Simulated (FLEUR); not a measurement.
# LuInCo4: parallel and opposed starts, part 2 of 2

Does LuInCo4 prefer parallel or opposed moments?

FLEUR MaX-R8.1; PBEsol; all-electron FLAPW, Dirac cores, scalar-relativistic bands.

So far. Step 2 (Run 1 (ferro ++++)): After 29 cycles the largest moment stands at 1.31 μB.

**3. Start 2: antiferro ++--**

An opposed order shows whether neighbours prefer unlike signs.

Input file inp.xml:

```
<?xml version="1.0" encoding="UTF-8" standalone="no"?>
<fleurInput fleurInputVersion="0.39">
   <comment>
      LuInCo4
   </comment>
   <calculationSetup>
      <cutoffs Kmax="3.6" Gmax="10.8" GmaxXC="10.8" numbands="0"/>
      <scfLoop itmax="90" minDistance="0.00002" maxIterBroyd="15" imix="Anderson" alpha="0.05" precondParam="0.0" spinf="2.0" sdNocoIR="T"/>
      <coreElectrons ctail="T" frcor="F" kcrel="0" coretail_lmax="0"/>
      <xcFunctional name="PBEs" relativisticCorrections="F"/>
      <magnetism jspins="2"/>
      <soc l_soc="F" theta="0.0" phi="0.0" spav="F"/>
      <expertModes spex="0" secvar="F"/>
      <geometryOptimization l_f="F" forcealpha="1.0" forcemix="BFGS" epsdisp="0.00001" epsforce="0.00001"/>
      <ldaU l_linMix="F" mixParam="0.05" spinf="1.0"/>
   </calculationSetup>
   <cell>
      <bzIntegration valenceElectrons="106.0" mode="hist" fermiSmearingEnergy="0.00293995">
         <kPointListSelection listName="default-1"/>
         <xi:include xmlns:xi="http://www.w3.org/2001/XInclude" href="kpts.xml"> </xi:include>
      </bzIntegration>
      <xi:include xmlns:xi="http://www.w3.org/2001/XInclude" href="sym.xml"> </xi:include>
      <bulkLattice scale="1.0">
         <bravaisMatrix>
            <row-1>    0.0000000000000000     6.6269785011490114     6.6269785011490114</row-1>
            <row-2>    6.6269785011490114     0.0000000000000000     6.6269785011490114</row-2>
            <row-3>    6.6269785011490114     6.6269785011490114     0.0000000000000000</row-3>
         </bravaisMatrix>
      </bulkLattice>
   </cell>
   <atomSpecies>
      <species name="Lutetium (Lu)" element="Lu" atomicNumber="71">
         <mtSphere radius="2.8" gridPoints="925" logIncrement="0.014"/>
         <atomicCutoffs lmax="10" lnonsphr="8"/>
         <electronConfig flipSpins="F">
            <coreConfig>(1s1/2) (2s1/2) (2p1/2) (2p3/2) (3s1/2) (3p1/2) (3p3/2) (4s1/2) (3d3/2) (3d5/2) (4p1/2) (4p3/2) (4d3/2) (4d5/2)</coreConfig>
            <valenceConfig>(5s1/2) (5p1/2) (5p3/2) (6s1/2) (4f5/2) (4f7/2) (5d3/2) (5d5/2)</valenceConfig>
            <stateOccupation state="(5d3/2)" spinUp="0.200000" spinDown="0.200000"/>
            <stateOccupation state="(5d5/2)" spinUp="0.300000" spinDown="0.300000"/>
         </electronConfig>
         <energyParameters s="6" p="6" d="5" f="4"/>
         <lo type="SCLO" l="0" n="5" eDeriv="0"/>
         <lo type="SCLO" l="1" n="5" eDeriv="0"/>
      </species>
      <species name="Indium (In)" element="In" atomicNumber="49">
         <mtSphere radius="2.8" gridPoints="925" logIncrement="0.014"/>
         <atomicCutoffs lmax="10" lnonsphr="8"/>
         <electronConfig flipSpins="F">
            <coreConfig>(1s1/2) (2s1/2) (2p1/2) (2p3/2) (3s1/2) (3p1/2) (3p3/2) (4s1/2) (3d3/2) (3d5/2) (4p1/2) (4p3/2)</coreConfig>
            <valenceConfig>(5s1/2) (4d3/2) (4d5/2) (5p1/2) (5p3/2)</valenceConfig>
            <stateOccupation state="(5p1/2)" spinUp="0.166667" spinDown="0.166667"/>
            <stateOccupation state="(5p3/2)" spinUp="0.333333" spinDown="0.333333"/>
         </electronConfig>
         <energyParameters s="5" p="5" d="5" f="4"/>
         <lo type="SCLO" l="2" n="4" eDeriv="0"/>
      </species>
      <species name="Cobalt (Co2.000" element="Co" atomicNumber="27">
         <mtSphere radius="2.28" gridPoints="753" logIncrement="0.016"/>
         <atomicCutoffs lmax="8" lnonsphr="6"/>
         <electronConfig flipSpins="F">
            <coreConfig>(1s1/2) (2s1/2) (2p1/2) (2p3/2)</coreConfig>
            <valenceConfig>(3s1/2) (3p1/2) (3p3/2) (4s1/2) (3d3/2) (3d5/2)</valenceConfig>
            <stateOccupation state="(3d3/2)" spinUp="1.5" spinDown="1.3"/>
            <stateOccupation state="(3d5/2)" spinUp="3.0" spinDown="1.2"/>
         </electronConfig>
         <energyParameters s="4" p="4" d="3" f="4"/>
         <lo type="SCLO" l="0" n="3" eDeriv="0"/>
         <lo type="SCLO" l="1" n="3" eDeriv="0"/>
      </species>
      <species name="Cobalt (Co-2.000" element="Co" atomicNumber="27">
         <mtSphere radius="2.28" gridPoints="753" logIncrement="0.016"/>
         <atomicCutoffs lmax="8" lnonsphr="6"/>
         <electronConfig flipSpins="F">
            <coreConfig>(1s1/2) (2s1/2) (2p1/2) (2p3/2)</coreConfig>
            <valenceConfig>(3s1/2) (3p1/2) (3p3/2) (4s1/2) (3d3/2) (3d5/2)</valenceConfig>
            <stateOccupation state="(3d3/2)" spinUp="1.3" spinDown="1.5"/>
            <stateOccupation state="(3d5/2)" spinUp="1.2" spinDown="3.0"/>
         </electronConfig>
         <energyParameters s="4" p="4" d="3" f="4"/>
         <lo type="SCLO" l="0" n="3" eDeriv="0"/>
         <lo type="SCLO" l="1" n="3" eDeriv="0"/>
      </species>
   </atomSpecies>
   <atomGroups>
      <atomGroup species="Lutetium (Lu)">
         <relPos label="                   1">-1.000/4.000 -1.000/4.000 -1.000/4.000</relPos>
         <force calculate="T" relaxXYZ="TTT"/>
      </atomGroup>
      <atomGroup species="Indium (In)">
         <relPos label="                   2">.0000000000 .0000000000 .0000000000</relPos>
         <force calculate="T" relaxXYZ="TTT"/>
      </atomGroup>
      <atomGroup species="Cobalt (Co2.000">
         <relPos label="                   3">.3747620000 -.1242860000 .3747620000</relPos>
         <relPos label="                   4">.3747620000 .3747620000 .3747620000</relPos>
         <force calculate="T" relaxXYZ="TTT"/>
      </atomGroup>
      <atomGroup species="Cobalt (Co-2.000">
         <relPos label="                   5">-.1242860000 .3747620000 .3747620000</relPos>
         <relPos label="                   6">.3747620000 .3747620000 -.1242860000</relPos>
         <force calculate="T" relaxXYZ="TTT"/>
      </atomGroup>
   </atomGroups>
   <output dos="F" band="F" slice="F">
      <bandDOS minEnergy="-.5*Htr" maxEnergy="0.5*Htr" sigma="0.015" storeEVData="T"/>
      <plotting iplot="0" polar="F">
         <plot TwoD="T" vec1="  1.0  0.0  0.0" vec2="  0.0  1.0  0.0" vec3="  0.0  0.0  1.0" zero="  0.0  0.0  0.0" file="plot"/>
      </plotting>
      <moessbauerParams electricFieldGradient="F" isomerShift="F" coreHyperfine="F" valenceHyperfine="F"/>
   </output>
</fleurInput>
```

Input file crystal.txt:

```
LuInCo4
&input film=F cartesian=F /
0.00000000000  3.50684600000  3.50684600000
3.50684600000  0.00000000000  3.50684600000
3.50684600000  3.50684600000  0.00000000000
1.8897261246
1.0 1.0 1.0

6
71 0.75000000000  0.75000000000  0.75000000000
49 0.00000000000  0.00000000000  0.00000000000
27 0.37476200000  0.87571400000  0.37476200000 : 2.000
27 0.37476200000  0.37476200000  0.37476200000 : 2.000
27 0.87571400000  0.37476200000  0.37476200000 : -2.000
27 0.37476200000  0.37476200000  0.87571400000 : -2.000

&kpt div1=8 div2=8 div3=8 gamma=T /
```

Command:

```console
$ OMP_NUM_THREADS=1 inpgen -f crystal.txt > inpgen.log  # inp.xml is then edited as shown
$ OMP_NUM_THREADS=1 mpirun -n 4 fleur_MPI > fleur.log
```

The log of the run:

```text
[banner, memory and clock lines left out]
Welcome to FLEUR        (www.flapw.de)
      MaX-Release 8.1          (www.max-centre.eu)

 ========== k-point set info ==========
 Selected k-point list: default-1
 k-point list type: mesh
 0 x 0 x 0
 Number of k points: 96

 ------------Calculation Setup---------------------------
 Number of PE/node        :            4
 Number of OMP-threads    :            1
 k-points in parallel     :            4
 pe's per k-point         :            1
 No of k-point loops      :           24
 Eigenvalue solver        :       lapack
 Number of basis functions:          531
 Approximate size of matrices (H+S) per k-point:         0.008 GB
 Iteration:     1   Distance:      22.92826709 me/bohr^3
 Iteration:     2   Distance:      20.37929959 me/bohr^3
 Iteration:     3   Distance:      16.87215134 me/bohr^3
 Iteration:     4   Distance:      13.30425395 me/bohr^3
 Iteration:     5   Distance:       6.95123287 me/bohr^3
 Iteration:     6   Distance:       4.48851475 me/bohr^3
 Iteration:     7   Distance:       4.25015671 me/bohr^3
 Iteration:     8   Distance:       3.44181462 me/bohr^3
 Iteration:     9   Distance:       4.42472002 me/bohr^3
 Iteration:    10   Distance:       2.28448043 me/bohr^3
[... 45 iterations left out ...]
 Iteration:    56   Distance:       0.00006686 me/bohr^3
 Iteration:    57   Distance:       0.00003114 me/bohr^3
 Iteration:    58   Distance:       0.00003181 me/bohr^3
 Iteration:    59   Distance:       0.00003124 me/bohr^3
 Iteration:    60   Distance:       0.00003158 me/bohr^3
 Iteration:    61   Distance:       0.00002965 me/bohr^3
 Iteration:    62   Distance:       0.00002866 me/bohr^3
 Iteration:    63   Distance:       0.00002891 me/bohr^3
 Iteration:    64   Distance:       0.00002748 me/bohr^3
 Iteration:    65   Distance:       0.00001988 me/bohr^3

 ********************************************************************
 Run finished successfully
 Stop message:
   all done
 ********************************************************************

--- out.xml (last complete iteration) ---
<iteration numberForCurrentRun="   65" overallNumber="   65">
         [... left out ...]
         <bandgap value="0.0001460789" units="eV"/>
         <sumValenceSingleParticleEnergies value="-63.2709155166" units="Htr"/>
         <FermiEnergy value="0.3375789076" units="Htr"/>
         <valenceDensity>
            <mtCharges spin="1">
               <mtCharge atomType="1" total="11.7781112" s="1.1616503" p="3.1044943" d="0.5118863" f="6.9920225"/>
               <mtCharge atomType="2" total="6.0260174" s="0.4801583" p="0.5051742" d="5.0040573" f="0.0277610"/>
               <mtCharge atomType="3" total="8.2255325" s="1.2095499" p="3.1736822" d="3.8303371" f="0.0092907"/>
               <mtCharge atomType="4" total="7.7682627" s="1.2060358" p="3.1696849" d="3.3803714" f="0.0094550"/>
            </mtCharges>
            <mtCharges spin="2">
               <mtCharge atomType="1" total="11.7781113" s="1.1616503" p="3.1044943" d="0.5118865" f="6.9920225"/>
               <mtCharge atomType="2" total="6.0260174" s="0.4801582" p="0.5051743" d="5.0040573" f="0.0277610"/>
               <mtCharge atomType="3" total="7.7682615" s="1.2060358" p="3.1696849" d="3.3803701" f="0.0094550"/>
               <mtCharge atomType="4" total="8.2255304" s="1.2095499" p="3.1736822" d="3.8303351" f="0.0092907"/>
            </mtCharges>
            <spinDependentCharge spin="1" total="53.0000030" interstitial="3.2082841" mtSpheres="49.7917189"/>
            <spinDependentCharge spin="2" total="52.9999970" interstitial="3.2082843" mtSpheres="49.7917127"/>
            <totalCharge value="106.0000000000"/>
         </valenceDensity>
         [... left out ...]
         <magneticMomentsInMTSpheres units="muBohr">
            <globalMagMoment atomType="1" vec="0.00000   0.00000   0.00000"/>
            <localMagMoment atomType="1" vec="0.00000   0.00000   0.00000"/>
            <globalMagMoment atomType="2" vec="0.00000   0.00000   0.00000"/>
            <localMagMoment atomType="2" vec="0.00000   0.00000   0.00000"/>
            <globalMagMoment atomType="3" vec="0.00000   0.00000   0.45727"/>
            <localMagMoment atomType="3" vec="0.00000   0.00000   0.45727"/>
            <globalMagMoment atomType="4" vec="0.00000   0.00000  -0.45727"/>
            <localMagMoment atomType="4" vec="0.00000   0.00000  -0.45727"/>
         </magneticMomentsInMTSpheres>
         [... left out ...]
         <totalEnergy value="   -26026.3821429152" units="Htr">
            <sumOfEigenvalues value="   -15644.9449320965">
               <coreElectrons value="-15581.6740165799"/>
               <valenceElectrons value="-63.2709155166"/>
            </sumOfEigenvalues>
            <densityCoulombPotentialIntegral value="-42818.2387895602"/>
            <densityEffectivePotentialIntegral value="-43723.5442114739"/>
            <chargeDenXCDenIntegral value="-688.9362632996"/>
            <FockExchangeEnergyValence value="0.0000000000"/>
            <FockExchangeEnergyCore value="0.0000000000"/>
         [... left out ...]
            <tkbTimesEntropy value="0.0084729389"/>
            <freeEnergy value="-26026.3906158542"/>
            <extrapolationTo0K value="-26026.3863793847"/>
         </totalEnergy>
         <densityConvergence units="me/bohr^3">
            <chargeDensity spin="1" distance="0.0000053029"/>
            <chargeDensity spin="2" distance="0.0000166972"/>
            <overallChargeDensity distance="0.0000147862"/>
            <spinDensity distance="0.0000198798"/>
         </densityConvergence>
      </iteration>
```

Elapsed: 21 min, on 4 MPI ranks of Arm Neoverse V1, shared host; peak memory 0.63 GiB.

Spin moment in the muffin-tin sphere by atom:

| atom | spin moment in the muffin-tin sphere (μB) |
| --- | --- |
| Lu1 | 0.000 |
| In2 | 0.000 |
| Co3 | 0.457 |
| Co4 | 0.457 |
| Co5 | -0.457 |
| Co6 | -0.457 |

Read from the output:

```yaml
free_energy: -708214.1676 eV
program_s_band_gap_on_this_mesh_in_a_metal_only_a_level_spacing: 1.46e-4 eV
magnetization: 0 μB
final_state: antiferromagnetic
```

It lies 85.2 meV a seeded atom over the first start, and its largest moment is 0.457 μB against 1.31 μB.

**4. Run 3 (no spin polarisation)**

Without spin polarisation no moment can form, so the difference from the other runs is what forming moments gains.

Changes to inp.xml since step 3:

```diff
@@ -10,3 +10,3 @@
       <xcFunctional name="PBEs" relativisticCorrections="F"/>
-      <magnetism jspins="2"/>
+      <magnetism jspins="1"/>
       <soc l_soc="F" theta="0.0" phi="0.0" spav="F"/>
@@ -56,3 +56,3 @@
       </species>
-      <species name="Cobalt (Co2.000" element="Co" atomicNumber="27">
+      <species name="Cobalt (Co)" element="Co" atomicNumber="27">
          <mtSphere radius="2.28" gridPoints="753" logIncrement="0.016"/>
@@ -62,17 +62,4 @@
             <valenceConfig>(3s1/2) (3p1/2) (3p3/2) (4s1/2) (3d3/2) (3d5/2)</valenceConfig>
-            <stateOccupation state="(3d3/2)" spinUp="1.5" spinDown="1.3"/>
-            <stateOccupation state="(3d5/2)" spinUp="3.0" spinDown="1.2"/>
-         </electronConfig>
-         <energyParameters s="4" p="4" d="3" f="4"/>
-         <lo type="SCLO" l="0" n="3" eDeriv="0"/>
-         <lo type="SCLO" l="1" n="3" eDeriv="0"/>
-      </species>
-      <species name="Cobalt (Co-2.000" element="Co" atomicNumber="27">
-         <mtSphere radius="2.28" gridPoints="753" logIncrement="0.016"/>
-         <atomicCutoffs lmax="8" lnonsphr="6"/>
-         <electronConfig flipSpins="F">
-            <coreConfig>(1s1/2) (2s1/2) (2p1/2) (2p3/2)</coreConfig>
-            <valenceConfig>(3s1/2) (3p1/2) (3p3/2) (4s1/2) (3d3/2) (3d5/2)</valenceConfig>
-            <stateOccupation state="(3d3/2)" spinUp="1.3" spinDown="1.5"/>
-            <stateOccupation state="(3d5/2)" spinUp="1.2" spinDown="3.0"/>
+            <stateOccupation state="(3d3/2)" spinUp="1.400000" spinDown="1.400000"/>
+            <stateOccupation state="(3d5/2)" spinUp="2.100000" spinDown="2.100000"/>
          </electronConfig>
@@ -92,8 +79,5 @@
       </atomGroup>
-      <atomGroup species="Cobalt (Co2.000">
+      <atomGroup species="Cobalt (Co)">
          <relPos label="                   3">.3747620000 -.1242860000 .3747620000</relPos>
          <relPos label="                   4">.3747620000 .3747620000 .3747620000</relPos>
-         <force calculate="T" relaxXYZ="TTT"/>
-      </atomGroup>
-      <atomGroup species="Cobalt (Co-2.000">
          <relPos label="                   5">-.1242860000 .3747620000 .3747620000</relPos>
```

Input file crystal.txt:

```
LuInCo4
&input film=F cartesian=F /
0.00000000000  3.50684600000  3.50684600000
3.50684600000  0.00000000000  3.50684600000
3.50684600000  3.50684600000  0.00000000000
1.8897261246
1.0 1.0 1.0

6
71 0.75000000000  0.75000000000  0.75000000000
49 0.00000000000  0.00000000000  0.00000000000
27 0.37476200000  0.87571400000  0.37476200000
27 0.37476200000  0.37476200000  0.37476200000
27 0.87571400000  0.37476200000  0.37476200000
27 0.37476200000  0.37476200000  0.87571400000

&kpt div1=8 div2=8 div3=8 gamma=T /
```

The log of the run:

```text
[banner, memory and clock lines left out]
Welcome to FLEUR        (www.flapw.de)
      MaX-Release 8.1          (www.max-centre.eu)

 ========== k-point set info ==========
 Selected k-point list: default-1
 k-point list type: mesh
 0 x 0 x 0
 Number of k points: 32

 [... set-up left out ...]
 Iteration:     1   Distance:      25.15884588 me/bohr^3
 Iteration:     2   Distance:      12.45876848 me/bohr^3
 Iteration:     3   Distance:       9.17741319 me/bohr^3
 Iteration:     4   Distance:       8.70335147 me/bohr^3
 Iteration:     5   Distance:       3.41869164 me/bohr^3
[...]
<FermiEnergy value="0.3360794643" units="Htr"/>
         [... left out ...]
         <totalEnergy value="   -26026.3810703153" units="Htr">
            <sumOfEigenvalues value="   -15644.9529000850">
               <coreElectrons value="-15581.7058751147"/>
               <valenceElectrons value="-63.2470249704"/>
            </sumOfEigenvalues>
         [... left out ...]
            <freeEnergy value="-26026.3901389485"/>
            <extrapolationTo0K value="-26026.3856046319"/>
         </totalEnergy>
         <densityConvergence units="me/bohr^3">
            <chargeDensity spin="1" distance="0.0000149445"/>
         </densityConvergence>
      </iteration>
```

It took 63 s on 4 MPI ranks; peak memory 0.29 GiB.

Read from the output:

```yaml
free_energy: -708214.1547 eV
program_s_band_gap_on_this_mesh_in_a_metal_only_a_level_spacing: 0.005311 eV
final_state: non-magnetic (no spin polarisation)
```

It lies 88.5 meV a seeded atom over the first start.

**5. The states side by side**

Free energies are divided by the number of seeded atoms.

Orders:

| start | final state | typed order kept | energy over the lowest (meV a seeded atom) | largest sphere moment (μB) | net moment (μB a primitive cell) | mesh matched | CPU time (s) |
| --- | --- | --- | --- | --- | --- | --- | --- |
| ferro ++++ | ferromagnetic, with opposed induced moments | yes | 0 | 1.312 | 4.765 | yes | 597 |
| antiferro ++-- | antiferromagnetic | yes | 85.23 | 0.4573 | 0 | yes | 5085 |
| no spin polarisation | non-magnetic | - | 88.48 | 0 | 0 | yes | 252.5 |

**6. What came out**

```yaml
lowest_state_found: ferromagnetic (typed ferro ++++)
largest_site_spin_moment: 1.31 μB
next_finished_state: antiferromagnetic, 85.2 meV a seeded atom higher
energy_gained_by_spin_polarisation: 88.5 meV a seeded atom
```

In words: The lowest state found is ferromagnetic, reached from the start ferro ++++, with moments up to 1.31 μB. The next finished state costs 85 meV a seeded atom. Only 3 starts were tried; other patterns of signs, canted and longer-period orders were not. With 4 seeded atoms in the first cell, sign patterns within that cell may remain untried.

[Logs and program files are shortened in this print: banners, set-up blocks, solver, clock and traceback lines can be left out without a mark of their own.]

[Logs are printed without paths, hosts, clocks, repeated set-up lines and the standing remarks that a program may print on its own settings, such as how far it seeks lower states.]

[Hosts, paths, dates, database ids (printed as entryN), source tags and the programs' standing remarks are cut or masked in the printed files.]

[Where a cell is said to come from a database of computed structures, the database is the Materials Project.]
